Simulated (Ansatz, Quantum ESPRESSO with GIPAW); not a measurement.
# 19F and 27Al NMR of CsAlF4, calculated, part 2 of 2

Wanted: NMR shieldings and quadrupolar couplings for each site of CsAlF4.

Quantum ESPRESSO with GIPAW; PBEsol.

So far. Step 3 (GIPAW: job nmr): In this run the largest span among the lighter atoms is that of F(2) (site symmetry m2m), with principal values 282.0, 283.1 and 350.0 ppm.

### 4. Electric field gradients

Level of this step: DFT, PBEsol, plane-wave PAW, default files, scalar-relativistic, field gradients (Ansatz).

27Al and 133Cs have a quadrupole moment, which couples to the field gradient and broadens the lines. The gradient is a property of the ground-state density and needs no response; it is taken from a second code that counts the whole PAW charge. C_Q = eQV_zz/h, with Q = 0.1466 barn for 27Al, -0.00343 barn for 133Cs.

This step: DFT, PBEsol, plane-wave PAW, default files (PAW set soft_2), scalar-relativistic, field gradients (Ansatz 0.2.0), on the same atoms.

input.yaml reads:

```yaml
crystal:
  lattice:
    - [9.5, 0.0, 0.0]
    - [-4.75, 8.227241336, 0.0]
    - [0.0, 0.0, 3.713]
  atoms:
    - { symbol: Cs, position: [0.0, 0.5685428763, 0.5] }
    - { symbol: Cs, position: [0.4314571237, 0.4314571237, 0.5] }
    - { symbol: Cs, position: [0.5685428763, 0.0, 0.5] }
    - { symbol: Al, position: [0.0, 0.2178181321, 0.0] }
    - { symbol: Al, position: [0.7821818679, 0.7821818679, 0.0] }
    - { symbol: Al, position: [0.2178181321, 0.0, 0.0] }
    - { symbol: F, position: [0.0, 0.8443757709, 0.0] }
    - { symbol: F, position: [0.1556242291, 0.1556242291, 0.0] }
    - { symbol: F, position: [0.8443757709, 0.0, 0.0] }
    - { symbol: F, position: [0.0, 0.2096387167, 0.5] }
    - { symbol: F, position: [0.7903612833, 0.7903612833, 0.5] }
    - { symbol: F, position: [0.2096387167, 0.0, 0.5] }
    - { symbol: F, position: [0.265072945, 0.8422326728, 0.0] }
    - { symbol: F, position: [0.5771597278, 0.734927055, 0.0] }
    - { symbol: F, position: [0.1577673272, 0.4228402722, 0.0] }
    - { symbol: F, position: [0.8422326728, 0.265072945, 0.0] }
    - { symbol: F, position: [0.734927055, 0.5771597278, 0.0] }
    - { symbol: F, position: [0.4228402722, 0.1577673272, 0.0] }
kpoints:
  mp_grid: { grid: [2, 2, 5] }
scf:
  occupations: { method: fixed }
hamiltonian:
  xc: pbesol
  pseudopotentials: { kind: paw, frozen_core: stored }
output:
  forces: false
  stress: false
  efg: { quadrupole_moments_barn: { Cs: -0.00343, Al: 0.1466 } }
  write_density: true
  write_potential: true
  elf: true
  volumetric_format: npy
```

Launch:

```console
ansatz run input.yaml --threads 4 --pin off --max-ram 16384MiB --backend cpu --events-out ev --progress --plain --runs-dir out
```

The log of the run:

```text
[... set-up, SCF cycles and energies left out ...]
--- PAW observables at the nuclei: V_zz in 10²¹ V/m², potentials from the cell's mean, atoms counted from 1 ---
  atom   1  Cs V_zz =    +4.841438   η = 0.7212   by run symmetry: allowed   C_q = -0.4015 MHz
  atom   2  Cs V_zz =    +4.841438   η = 0.7212   by run symmetry: allowed   C_q = -0.4015 MHz
  atom   3  Cs V_zz =    +4.841438   η = 0.7212   by run symmetry: allowed   C_q = -0.4015 MHz
  atom   4  Al V_zz =    +1.753655   η = 0.2510   by run symmetry: allowed   C_q = +6.2163 MHz
  atom   5  Al V_zz =    +1.753655   η = 0.2510   by run symmetry: allowed   C_q = +6.2163 MHz
  atom   6  Al V_zz =    +1.753655   η = 0.2510   by run symmetry: allowed   C_q = +6.2163 MHz
  atom   7  F  V_zz =   +11.068688   η = 0.1559   by run symmetry: allowed
  atom   8  F  V_zz =   +11.068688   η = 0.1559   by run symmetry: allowed
  atom   9  F  V_zz =   +11.068688   η = 0.1559   by run symmetry: allowed
  atom  10  F  V_zz =   +12.256627   η = 0.0273   by run symmetry: allowed
  atom  11  F  V_zz =   +12.256627   η = 0.0273   by run symmetry: allowed
  atom  12  F  V_zz =   +12.256627   η = 0.0273   by run symmetry: allowed
  atom  13  F  V_zz =    +6.149788   η = 0.0936   by run symmetry: allowed
  atom  14  F  V_zz =    +6.149788   η = 0.0936   by run symmetry: allowed
  atom  15  F  V_zz =    +6.149788   η = 0.0936   by run symmetry: allowed
  atom  16  F  V_zz =    +6.149788   η = 0.0936   by run symmetry: allowed
  atom  17  F  V_zz =    +6.149788   η = 0.0936   by run symmetry: allowed
  atom  18  F  V_zz =    +6.149788   η = 0.0936   by run symmetry: allowed
--- Band table (eV; the first three rows and the last of 6) ---
  k-point 0: bands = ["-20.0348", "-19.5251", "-19.5251", "-18.9759", "-18.9759", "-18.8589", "-17.9445", "-17.8951", "-17.8951", "-17.7269", "-17.6937", "-17.6937", "-15.6771", "-15.6771", "-15.6338", "-3.4089", "-3.4089", "-3.0006", "-2.9849", "-2.6738", "-2.6329", "-2.6329", "-2.5892", "-2.5892", "-2.5443", "-2.5267", "-2.5267", "-1.7682", "-1.7347", "-1.7258", "-1.7258", "-0.9928", "-0.9576", "-0.9576", "-0.5815" [...]
  k-point 1: bands = ["-19.9408", "-19.4523", "-19.4523", "-18.9857", "-18.9857", "-18.9113", "-17.9563", "-17.9258", "-17.9258", "-17.7185", "-17.6844", "-17.6844", "-15.6171", "-15.6171", "-15.5934", "-3.8790", "-3.8790", "-3.0925", "-2.8008", "-2.6615", "-2.6514", "-2.6514", "-2.5748", "-2.5748", "-2.4721", "-2.4721", "-2.4449", "-2.4140", "-2.0020", "-2.0020", "-1.7689", "-0.9584", "-0.9584", "-0.8035", "-0.7345" [...]
  k-point 2: bands = ["-19.7477", "-19.3045", "-19.3045", "-19.0405", "-19.0263", "-19.0263", "-17.9811", "-17.9811", "-17.9738", "-17.7049", "-17.6695", "-17.6695", "-15.5232", "-15.5155", "-15.5155", "-4.3363", "-4.3363", "-3.4338", "-3.4338", "-3.3439", "-3.0317", "-2.7331", "-2.7331", "-2.6476", "-2.5490", "-2.2902", "-2.2902", "-2.2653", "-1.7360", "-1.6283", "-1.6283", "-1.2832", "-1.2832", "-1.1532", "-0.4183" [...]
  k-point 5: bands = ["-19.7470", "-19.3056", "-19.3048", "-19.0400", "-19.0265", "-19.0264", "-17.9935", "-17.9867", "-17.9555", "-17.6908", "-17.6795", "-17.6735", "-15.5210", "-15.5181", "-15.5152", "-4.3507", "-4.3439", "-3.5020", "-3.3793", "-3.2605", "-3.1004", "-2.7206", "-2.7058", "-2.6389", "-2.4552", "-2.4371", "-2.3356", "-2.1897", "-1.6598", "-1.6271", "-1.6209", "-1.3794", "-1.1572", "-1.0796", "-0.5795" [...]

[the lines on potentials at the nuclei are left out]
```

Wall time 3.4 s (4 threads of Arm Neoverse V2, shared host); peak memory 0.74 GiB; 13 s of CPU time.

Among nuclei of half-integer spin the second-order effect is largest for 27Al on Al (spin 5/2, C_Q 6.22 MHz): at 9.4 T it moves the centre of gravity of the MAS line by -22 ppm from δ_iso, and by a quarter of that at twice the field, by δ_Q = −(3/40)(C_Q/ν0)²(1 + η²/3)[I(I+1) − 3/4]/[I²(2I−1)²] × 10⁶ ppm with ν0 = 104.4 MHz.

### 5. From shieldings to shifts

Spectra are read against a reference compound, and shifts rise as shieldings fall. A slope other than one corrects for the functional's tendency to overstate or understate differences of shielding.

To turn shieldings into shifts, lines fitted to measured solids are used. 19F: δ = (90.6 − σ) / 1.258, zero at CFCl3, fitted to 14 measured values, from BaF2, BaLiF3, CdF2, InF3, K3YF6, KF, LiF, MgF2 and NaF and others, with a scatter of 7.1 ppm r.m.s. (CaF2, LaF3 and ScF3 fall off this line, as semilocal functionals put their cations' empty d or f shells too low, and are left out), on σ without the shape term. Kinds of site that fitted badly were split off after the misses were seen, so the scatter is that of the points kept.

Covalently bonded atoms count as neighbours within 1.18 times the sum of their radii. Otherwise a cation's neighbours lie within 1.2 times its shortest bond (1.3 for large cations, each anion's radius taken off where they differ), and an anion's are the cations that count it.

```csv
site,atom no.,atoms in cell,surroundings,bonds (Å),δ_iso (ppm),C_Q (MHz),η_Q
Cs,1,3,CsF13,3.11 to 3.55,-,-0.40,0.72
Al,4,3,AlF6,1.77 to 1.86,-,6.22,0.25
F(1),7,3,bound to Al2Cs2,1.85 to 3.21,-163.3,-,-
F(2),10,3,bound to Al2Cs3,1.86 to 3.55,-170.6,-,-
F(3),13,6,bound to AlCs4,1.77 to 3.16,-154.8,-,-
```

By surroundings the F shifts are 4-coordinate: -163.3; 5-coordinate: -170.6 to -154.8 ppm.

Simulated spectrum: 19F MAS at 25 kHz, 20 T (801.6 MHz), lines broadened by 2 ppm; rigid lattice, with dipolar and J couplings left out. Lines over 1.5 % of the strongest (ppm: area): -132.1: 0.03, -139.4: 0.05, -154.8: 1.00, -163.3: 0.45, -170.6: 0.42, -194.5: 0.02, -201.8: 0.03. Spinning sidebands lie 31.2 ppm apart.

At this broadening the 3 isotropic lines are resolved; in a real sample the residual dipolar coupling among these abundant spins may hide that.

Simulated spectrum: 27Al fast MAS, 11.7 T (129.9 MHz), central transition to second order, lines broadened by 1 ppm; the axis counts ppm from the isotropic position of Al, as −Δσ; rigid lattice, with dipolar and J couplings and satellite transitions left out.

(offset (ppm), intensity): (2.5, 0.00), (1.2, 0.00), (-0.1, 0.00), (-1.4, 0.01), (-2.6, 0.21), (-4.0, 0.54), (-5.3, 0.62), (-6.5, 0.76), (-7.7, 1.00), (-7.8, 0.99), (-9.1, 0.72), (-10.4, 0.62), (-11.7, 0.57), (-13.0, 0.55), (-14.3, 0.54), (-15.5, 0.55), (-16.9, 0.57), (-18.2, 0.64), (-19.4, 0.84), (-19.9, 0.92), (-20.7, 0.69), (-22.0, 0.49), (-23.2, 0.40), (-24.6, 0.17), (-25.9, 0.09), (-27.2, 0.09), (-28.4, 0.08), (-29.7, 0.08), (-31.1, 0.08), (-32.3, 0.07), (-33.6, 0.07), (-34.9, 0.02), (-36.1, 0.00), (-37.4, 0.00), (-38.8, 0.00), (-40.0, 0.00)

Most prominent maxima (ppm: height): -7.7: 1.00, -19.9: 0.92.

### 6. What came out

```
19F shift                          : -154.8, -163.3, -170.6 ppm
27Al shielding without shape term  : 546.8 ppm
27Al size of C_Q                   : 6.22 MHz
133Cs shielding without shape term : 5548 ppm
133Cs size of C_Q                  : 0.40 MHz
```

What this shows: 19F has 3 sites, in the ratio 2:1:1: F(3) (bound to AlCs4) at a shift of -154.8, F(1) (bound to Al2Cs2) at a shift of -163.3 and F(2) (bound to Al2Cs3) at a shift of -170.6 ppm. No sound run at another cutoff or mesh is at hand, so convergence rests on the f-sum rule and on experience with these files. Spin-orbit coupling is missing, which matters for Cs; it can also move field gradients at such atoms, by some per cent and up to a factor of two. The scalar-relativistic files are used with non-relativistic response operators, which weighs most on the heavy atoms' own shieldings. This build of gipaw.x prints that it is not audited and that its numbers are no references by themselves. It also reports spline_ps as false although the input sets it; why was not traced. The field gradients use PAW files made for PBE. Without spin-orbit coupling, gradients at and beside the heavy atoms are unsure.

[Banner, clock, file and message-heading lines were taken out of the pw.x and gipaw.x logs.]

[Logs are printed without paths, hosts, clocks, repeated set-up lines and the standing remarks that a program may print on its own settings, such as how far it seeks lower states.]

[Hosts, paths, dates, database ids (printed as entryN), source tags and the programs' standing remarks are cut or masked in the printed files.]

[Where no reference line passes its bar on scatter, no shift is given, so a measured shift of this compound may stand uncompared.]
